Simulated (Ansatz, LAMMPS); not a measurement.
# Amorphous 32Ga2O3-68GeO2 (mol %) (69 atoms): where an added charge goes

Aim: add and remove one electron in amorphous 32Ga2O3-68GeO2 (mol %) (69 atoms), with atoms held and relaxed, and read trapping energy and localisation.

Program: Ansatz 0.2.0. Level of theory: Kohn-Sham DFT, r2SCAN, PAW (set soft_1), plane waves; PAW set soft_1. Values are calculated unless marked as measured.

**1. Starting point**

The cell holds 69 atoms: 12 Ga, 13 Ge and 44 O. Its edges and angles: a = 9.971 Å, b = 9.971 Å, c = 9.971 Å, α = 90.0°, β = 90.0°, γ = 90.0°. 69 atoms (12 Fe, 13 Ge, 44 O) placed at random at 3.95 g/cm³, melted at 5000 K for 10 ps at fixed volume with the Morse and Coulomb pair potential with partial charges (Pedone, Malavasi, Menziani, Cormack and Segre, J. Phys. Chem. B 110, 11780 (2006)). Quenched from 5000 K to 300 K at 20 K/ps and fixed volume, held 5 ps, then minimised at fixed cell. Then Fe was replaced by Ga and the cell scaled by 1.006 (the potential has no terms for the new elements, so the cell is a start for a DFT relaxation).

Limits known from the start: The quench rate of 20 K/ps far exceeds what a furnace or splat quench reaches, so expect more defects and frozen-in strain than in a real sample. The starting topology of bonds comes from the classical model, and needn't be the one that DFT or experiment would give. Sampling is at Γ alone, for a cell whose shortest periodic width is 10 Å.

**2. Single point at the start**

A single point comes first, to see the forces before anything moves.

Input file input.yaml:

```yaml
crystal:
  lattice:
    - [9.97147, 0.0, 0.0]
    - [0.0, 9.97147, 0.0]
    - [0.0, 0.0, 9.97147]
  atoms:
    - { symbol: Ga, position: [0.89911, 0.06658, 0.26282] }
    - { symbol: Ga, position: [0.22486, 0.91248, 0.82548] }
    - { symbol: Ga, position: [0.04077, 0.8832, 0.55722] }
    - { symbol: Ga, position: [0.32612, 0.67021, 0.04947] }
    - { symbol: Ga, position: [0.02847, 0.30299, 0.451] }
    - { symbol: Ga, position: [0.14805, 0.30218, 0.83957] }
    - { symbol: Ga, position: [0.26247, 0.57128, 0.72586] }
    - { symbol: Ga, position: [0.35876, 0.04874, 0.03595] }
    - { symbol: Ga, position: [0.03427, 0.11972, 0.98866] }
    - { symbol: Ga, position: [0.17383, 0.27556, 0.20818] }
    - { symbol: Ga, position: [0.67394, 0.11286, 0.98195] }
    - { symbol: Ga, position: [0.11573, 0.87947, 0.22651] }
    - { symbol: Ge, position: [0.57632, 0.63308, 0.32947] }
    - { symbol: Ge, position: [0.56364, 0.97526, 0.28647] }
    - { symbol: Ge, position: [0.97552, 0.56038, 0.68176] }
    - { symbol: Ge, position: [0.86373, 0.12983, 0.69688] }
    - { symbol: Ge, position: [0.56321, 0.81956, 0.89644] }
    - { symbol: Ge, position: [0.30998, 0.07957, 0.5113] }
    - { symbol: Ge, position: [0.78392, 0.38257, 0.19138] }
    - { symbol: Ge, position: [0.45465, 0.28776, 0.7436] }
    - { symbol: Ge, position: [0.89345, 0.84823, 0.97484] }
    - { symbol: Ge, position: [0.01373, 0.54038, 0.99788] }
    - { symbol: Ge, position: [0.63444, 0.5738, 0.66493] }
    - { symbol: Ge, position: [0.24962, 0.5822, 0.37622] }
    - { symbol: Ge, position: [0.47043, 0.33512, 0.06167] }
    - { symbol: O, position: [0.01336, 0.95999, 0.38675] }
    - { symbol: O, position: [0.26428, 0.88608, 0.09371] }
    - { symbol: O, position: [0.22557, 0.11333, 0.90326] }
    - { symbol: O, position: [0.9215, 0.68359, 0.93736] }
    - { symbol: O, position: [0.10854, 0.32508, 0.0269] }
    - { symbol: O, position: [0.04797, 0.7102, 0.64218] }
    - { symbol: O, position: [0.63885, 0.31023, 0.11136] }
    - { symbol: O, position: [0.55515, 0.42419, 0.70772] }
    - { symbol: O, position: [0.60095, 0.61144, 0.5009] }
    - { symbol: O, position: [0.58759, 0.80429, 0.30323] }
    - { symbol: O, position: [0.29553, 0.57883, 0.54383] }
    - { symbol: O, position: [0.19139, 0.18684, 0.4386] }
    - { symbol: O, position: [0.89402, 0.21032, 0.54988] }
    - { symbol: O, position: [0.0428, 0.44379, 0.57604] }
    - { symbol: O, position: [0.41984, 0.01706, 0.38603] }
    - { symbol: O, position: [0.16903, 0.4349, 0.3207] }
    - { symbol: O, position: [0.0659, 0.50014, 0.82731] }
    - { symbol: O, position: [0.88143, 0.45776, 0.07148] }
    - { symbol: O, position: [0.03415, 0.93217, 0.91048] }
    - { symbol: O, position: [0.90425, 0.96656, 0.66326] }
    - { symbol: O, position: [0.53827, 0.02967, 0.11709] }
    - { symbol: O, position: [0.14308, 0.61547, 0.08047] }
    - { symbol: O, position: [0.50599, 0.73358, 0.03142] }
    - { symbol: O, position: [0.10018, 0.0959, 0.17205] }
    - { symbol: O, position: [0.71482, 0.05253, 0.31277] }
    - { symbol: O, position: [0.35518, 0.2354, 0.14523] }
    - { symbol: O, position: [0.85187, 0.11947, 0.05688] }
    - { symbol: O, position: [0.40745, 0.1726, 0.62447] }
    - { symbol: O, position: [0.99026, 0.20005, 0.80283] }
    - { symbol: O, position: [0.80601, 0.55298, 0.6823] }
    - { symbol: O, position: [0.21785, 0.96714, 0.6178] }
    - { symbol: O, position: [0.90831, 0.2905, 0.28116] }
    - { symbol: O, position: [0.5831, 0.70434, 0.76817] }
    - { symbol: O, position: [0.72422, 0.89085, 0.93714] }
    - { symbol: O, position: [0.17506, 0.73559, 0.3456] }
    - { symbol: O, position: [0.29942, 0.37618, 0.76067] }
    - { symbol: O, position: [0.44083, 0.94243, 0.87183] }
    - { symbol: O, position: [0.69224, 0.51414, 0.26782] }
    - { symbol: O, position: [0.72256, 0.14724, 0.79512] }
    - { symbol: O, position: [0.93292, 0.87275, 0.14234] }
    - { symbol: O, position: [0.3939, 0.47833, 0.01686] }
    - { symbol: O, position: [0.27264, 0.71901, 0.84251] }
    - { symbol: O, position: [0.48508, 0.23825, 0.91194] }
    - { symbol: O, position: [0.4076, 0.58926, 0.29142] }
kpoints:
  mp_grid: { grid: [1, 1, 1] }
hamiltonian:
  xc: r2scan
  pseudopotentials: { kind: paw, azcp: { folder: soft_1 } }
scf:
  occupations: { method: fixed }
output:
  forces: true
```

On the command line:

```bash
> ansatz run input.yaml --threads 4 --pin off --max-ram 8192MiB --backend cpu --events-out ev --progress --plain --runs-dir out
```

The program printed:

```text
[...]
Pseudopotentials: kind: paw
Pseudopotential: Ga, paw, valence charge 13, recommended cutoff 500 eV (meta_gga), soft_1/Ga.paw.azcp
Pseudopotential: Ge, paw, valence charge 14, recommended cutoff 500 eV (meta_gga), soft_1/Ge.paw.azcp
Pseudopotential: O, paw, valence charge 6, recommended cutoff 500 eV (meta_gga), soft_1/O.paw.azcp
[...]
Crystal: 69 atoms, lattice volume = 991.465 Å³
Basis set: ecut = 500 eV, 25269 PW (Γ), exchange–correlation on 300×300×300 points (64 copies of the dense FFT grid, shifted against one another)
Bands: 370, of which v1, the nominal top of the filled ones, is band 301 counted from 1 (300 counted from 0)
Symmetry: 1 space group operations
Space group: P1 (ITA 1), of the structure as read, at distance tolerance 1.0e-4 Å
k-points: 1
[...]
Initial density: superposition of atomic densities (chi_scale 0.1, normalization cell, long waves kept (reshape's long-wave potential 0.67 eV rms))
Initial wavefunctions: pseudopotential atomic-orbital guess
[...]
SCF iter   1: F=—  HF=-126453.992122 eV  |F-HF|=—  |Δ(HF+E_count)|=         —  Δρ=1.08e-1  dr2=7.34e1  dr2_τ=5.84e0  ethr=3.10e-3  ⟨swp⟩=5.0  Hψ=1239  notcnv=0  defer=66
preconditioner: auto → Resta (q_TF=auto, 2.511 Å⁻¹)  ε∞=2.9  [insulator: Δε(μ)=1.649 eV  Ē_g=20.975 eV  n_scr=250 (ndim 8)  ℏωp=28.9 eV  f_vac=0.153  ε∞_Penn≈2.9]
[...]
SCF iter  12: F=—  HF=-126435.813442 eV  |F-HF|=—  |Δ(HF+E_count)|=   2.82e-6  Δρ=8.33e-6  dr2=6.15e-7  dr2_τ=6.20e-8  ethr=4.46e-10  ⟨swp⟩=2.0  Hψ=541  notcnv=0  defer=64
SCF iter  13: F=-126435.813443 eV  HF=-126435.813443 eV  |F-HF|=4.91e-8  |Δ(HF+E_count)|=   4.07e-7  Δρ=2.03e-6  dr2=4.53e-8  dr2_τ=3.99e-9  ethr=1.66e-11  ⟨swp⟩=3.0  Hψ=1249  notcnv=0
SCF 1 converged in 13 iterations: F = -126435.813443 eV  dr2 = 4.53e-8
[...]
SCF converged after 13 iterations
Free energy (F): -126435.813443 eV
Harris-Foulkes:  -126435.813443 eV  (|F-HF|=4.91e-8)
Internal energy: -126435.813443 eV  (E = F + TS)
E sigma→0 (E₀):  -126435.813443 eV
Fermi energy:    4.332010 eV
--- Per-component energies (eV) ---
[...]
Σ components = -126435.813443   (vs F -126435.813443, Δ=0.00e0)
--- Forces (eV/Å), atoms counted from 1 ---
  atom   1  Ga    -1.03348789    -0.70395779    -0.76003446
  atom   2  Ga     0.13737168    -0.03043879     0.17081895
  atom   3  Ga    -1.16583336     0.76757623     0.59866455
  atom   4  Ga     0.40700312    -0.18211765    -1.08391216
[...]
atom  69  O      0.37562636    -0.12415964    -0.87517594
  max |Σ_I F_I| component: 1.60e-4 eV/Å
```

Run time: 35 s. Hardware: 4 threads of Arm Neoverse V2, shared host; peak memory 2.7 GiB; 2.1 min of CPU time.

Reading the cycles: dr2 is the Hartree energy of the density residual (eV), the measure of convergence; HF is the Harris–Foulkes estimate of the energy, which meets the free energy F at convergence.

The r.m.s. force at the start is 0.83 eV/Å.

**3. Relaxation**

The atoms are relaxed in the fixed cell, aiming at the force tolerance of the input.

Input file input.yaml:

```yaml
crystal:
  lattice:
    - [9.97147, 0.0, 0.0]
    - [0.0, 9.97147, 0.0]
    - [0.0, 0.0, 9.97147]
  atoms:
    [... the 69 atom lines of step 2 ...]
kpoints:
  mp_grid: { grid: [1, 1, 1] }
hamiltonian:
  xc: r2scan
  pseudopotentials: { kind: paw, azcp: { folder: soft_1 } }
scf:
  occupations: { method: fixed }
output:
  forces: true
relax:
  f_tol: 0.05
  max_steps: 120
```

The program printed:

```text
[...]
Crystal: 69 atoms, lattice volume = 991.465 Å³
Basis set: ecut = 500 eV, 25269 PW (Γ), exchange–correlation on 300×300×300 points (64 copies of the dense FFT grid, shifted against one another)
Bands: 370, of which v1, the nominal top of the filled ones, is band 301 counted from 1 (300 counted from 0)
Symmetry: 1 space group operations
[...]
k-points: 1
[...]
SCF iter   1: F=—  HF=-126453.992123 eV  |F-HF|=—  |Δ(HF+E_count)|=         —  Δρ=1.08e-1  dr2=7.34e1  dr2_τ=5.84e0  ethr=3.10e-3  ⟨swp⟩=5.0  Hψ=1239  notcnv=0  defer=66
[...]
SCF iter   9: F=—  HF=-126435.813373 eV  |F-HF|=—  |Δ(HF+E_count)|=   4.30e-4  Δρ=1.12e-4  dr2=1.20e-4  dr2_τ=1.07e-5  ethr=4.50e-8  ⟨swp⟩=2.0  Hψ=607  notcnv=0  defer=67
SCF iter  10: F=-126435.813440 eV  HF=-126435.813423 eV  |F-HF|=1.76e-5  |Δ(HF+E_count)|=   4.95e-5  Δρ=1.97e-5  dr2=4.95e-6  dr2_τ=2.40e-7  ethr=1.04e-8  ⟨swp⟩=2.0  Hψ=1177  notcnv=0
SCF 1 converged in 10 iterations: F = -126435.813440 eV  dr2 = 4.95e-6
[...]
relax step   1: F+E_penalty+E_count = -126435.81344038 eV  Δ(F+E_penalty+E_count) = +0.000e0 eV  max|allowed force component| = 2.199e0 eV/Å  Δτ_max = 0.0000 Å  (10 SCF iters, dr2 threshold 6.25e-5 eV, accepted)
[...]
relax step   2: F+E_penalty+E_count = -126438.43638216 eV  Δ(F+E_penalty+E_count) = -2.623e0 eV  max|allowed force component| = 1.100e0 eV/Å  Δτ_max = 0.1325 Å  (7 SCF iters, dr2 threshold 1.00e-4 eV, accepted)
[...]
relax step   3: F+E_penalty+E_count = -126439.31634917 eV  Δ(F+E_penalty+E_count) = -8.800e-1 eV  max|allowed force component| = 5.429e-1 eV/Å  Δτ_max = 0.1158 Å  (7 SCF iters, dr2 threshold 7.56e-5 eV, accepted)
relax step   4: F+E_penalty+E_count = -126440.06343592 eV  Δ(F+E_penalty+E_count) = -7.471e-1 eV  max|allowed force component| = 5.125e-1 eV/Å  Δτ_max = 0.2000 Å  (7 SCF iters, dr2 threshold 7.19e-5 eV, accepted)
relax step   5: F+E_penalty+E_count = -126440.48611722 eV  Δ(F+E_penalty+E_count) = -4.227e-1 eV  max|allowed force component| = 6.469e-1 eV/Å  Δτ_max = 0.1991 Å  (7 SCF iters, dr2 threshold 6.40e-5 eV, accepted)
relax step   6: F+E_penalty+E_count = -126440.98404859 eV  Δ(F+E_penalty+E_count) = -4.979e-1 eV  max|allowed force component| = 3.149e-1 eV/Å  Δτ_max = 0.2000 Å  (7 SCF iters, dr2 threshold 1.00e-4 eV, accepted)
relax step   7: F+E_penalty+E_count = -126441.11291107 eV  Δ(F+E_penalty+E_count) = -1.289e-1 eV  max|allowed force component| = 1.110e0 eV/Å  Δτ_max = 0.1956 Å  (7 SCF iters, dr2 threshold 2.35e-5 eV, accepted)
relax step   8: F+E_penalty+E_count = -126441.40513563 eV  Δ(F+E_penalty+E_count) = -2.922e-1 eV  max|allowed force component| = 4.671e-1 eV/Å  Δτ_max = 0.2000 Å  (7 SCF iters, dr2 threshold 1.00e-4 eV, accepted)
relax step   9: F+E_penalty+E_count = -126441.67854010 eV  Δ(F+E_penalty+E_count) = -2.734e-1 eV  max|allowed force component| = 7.219e-1 eV/Å  Δτ_max = 0.2000 Å  (7 SCF iters, dr2 threshold 3.86e-5 eV, accepted)
relax step  10: F+E_penalty+E_count = -126441.92974270 eV  Δ(F+E_penalty+E_count) = -2.512e-1 eV  max|allowed force component| = 4.624e-1 eV/Å  Δτ_max = 0.1947 Å  (7 SCF iters, dr2 threshold 9.22e-5 eV, accepted)
relax step  11: F+E_penalty+E_count = -126442.19467316 eV  Δ(F+E_penalty+E_count) = -2.649e-1 eV  max|allowed force component| = 4.481e-1 eV/Å  Δτ_max = 0.2000 Å  (7 SCF iters, dr2 threshold 8.77e-5 eV, accepted)
relax step  12: F+E_penalty+E_count = -126442.43408699 eV  Δ(F+E_penalty+E_count) = -2.394e-1 eV  max|allowed force component| = 4.896e-1 eV/Å  Δτ_max = 0.2000 Å  (7 SCF iters, dr2 threshold 8.24e-5 eV, accepted)
relax step  13: F+E_penalty+E_count = -126442.66904478 eV  Δ(F+E_penalty+E_count) = -2.350e-1 eV  max|allowed force component| = 4.253e-1 eV/Å  Δτ_max = 0.1948 Å  (7 SCF iters, dr2 threshold 1.00e-4 eV, accepted)
relax step  14: F+E_penalty+E_count = -126442.88072618 eV  Δ(F+E_penalty+E_count) = -2.117e-1 eV  max|allowed force component| = 1.948e-1 eV/Å  Δτ_max = 0.2000 Å  (7 SCF iters, dr2 threshold 1.00e-4 eV, accepted)
relax step  15: F+E_penalty+E_count = -126442.99284346 eV  Δ(F+E_penalty+E_count) = -1.121e-1 eV  max|allowed force component| = 2.893e-1 eV/Å  Δτ_max = 0.2000 Å  (8 SCF iters, dr2 threshold 7.95e-6 eV, accepted)
relax step  16: F+E_penalty+E_count = -126442.97789704 eV  Δ(F+E_penalty+E_count) = +1.495e-2 eV  max|allowed force component| = 3.621e-1 eV/Å  Δτ_max = 0.0873 Å  (7 SCF iters, dr2 threshold 1.76e-5 eV, rejected (line search))
relax step  17: F+E_penalty+E_count = -126443.01553998 eV  Δ(F+E_penalty+E_count) = -2.270e-2 eV  max|allowed force component| = 1.275e-1 eV/Å  Δτ_max = 0.0436 Å  (10 SCF iters, accepted)
relax step  18: F+E_penalty+E_count = -126443.03155994 eV  Δ(F+E_penalty+E_count) = -1.602e-2 eV  max|allowed force component| = 4.570e-2 eV/Å  Δτ_max = 0.1000 Å  (8 SCF iters, dr2 threshold 3.15e-6 eV, accepted)
[...]
relax step  19: F+E_penalty+E_count = -126443.03156056 eV  Δ(F+E_penalty+E_count) = -6.180e-7 eV  max|allowed force component| = 4.564e-2 eV/Å  Δτ_max = 0.0000 Å  (3 SCF iters, accepted)
[...]
SCF iter   2: F=-126443.031561 eV  HF=-126443.031561 eV  |F-HF|=3.80e-8  |Δ(HF+E_count)|=   3.73e-8  Δρ=1.28e-6  dr2=2.62e-8  dr2_τ=4.46e-10  ethr=9.04e-12  ⟨swp⟩=3.0  Hψ=787  notcnv=0
SCF 20 converged in 2 iterations: F = -126443.031561 eV  dr2 = 2.62e-8
SCF converged after 2 iterations
Free energy (F): -126443.031561 eV
[...]
Internal energy: -126443.031561 eV  (E = F + TS)
E sigma→0 (E₀):  -126443.031561 eV
Fermi energy:    3.822381 eV
[...]
Σ components = -126443.031561   (vs F -126443.031561, Δ=0.00e0)
--- Forces (eV/Å), atoms counted from 1 ---
  atom   1  Ga     0.01191197    -0.03190463     0.03941232
  atom   2  Ga    -0.00006332    -0.03637642    -0.02958265
  atom   3  Ga    -0.02304013     0.00173522    -0.02568107
  atom   4  Ga    -0.00754590    -0.02764710     0.01052823
[...]
atom  69  O     -0.00604466     0.00041830     0.01541935
  max |Σ_I F_I| component: 1.69e-4 eV/Å
--- Relaxed structure (19 steps of the walk, 18 accepted, 0 SCFs on fresh bases) ---
  F+E_penalty+E_count = -126443.03156056 eV   max|allowed force component| = 4.564e-2 eV/Å
  atoms:
    - { symbol: Ga, position: [0.870674, -0.011921, 0.260820] }
    - { symbol: Ga, position: [0.320758, 0.912823, 0.779143] }
    - { symbol: Ga, position: [0.051172, 0.903623, 0.545613] }
    - { symbol: Ga, position: [0.315422, 0.656382, 0.00327436] }
[...]
- { symbol: O, position: [0.410638, 0.556177, 0.304964] }
```

The job ended after 6.6 min (4 threads; peak memory 2.7 GiB).

The relaxation converged after 19 steps, 7.22 eV below its start, with a largest force component of 0.046 eV/Å.

(Part 1 of 4 ends here.)

[Long decimals in the printed logs are rounded to 6 places.]

[Logs are printed without paths, hosts, clocks, repeated set-up lines and the standing remarks that a program may print on its own settings, such as how far it seeks lower states.]

[Hosts, paths, dates, database ids (printed as entryN), source tags and the programs' standing remarks are cut or masked in the printed files.]
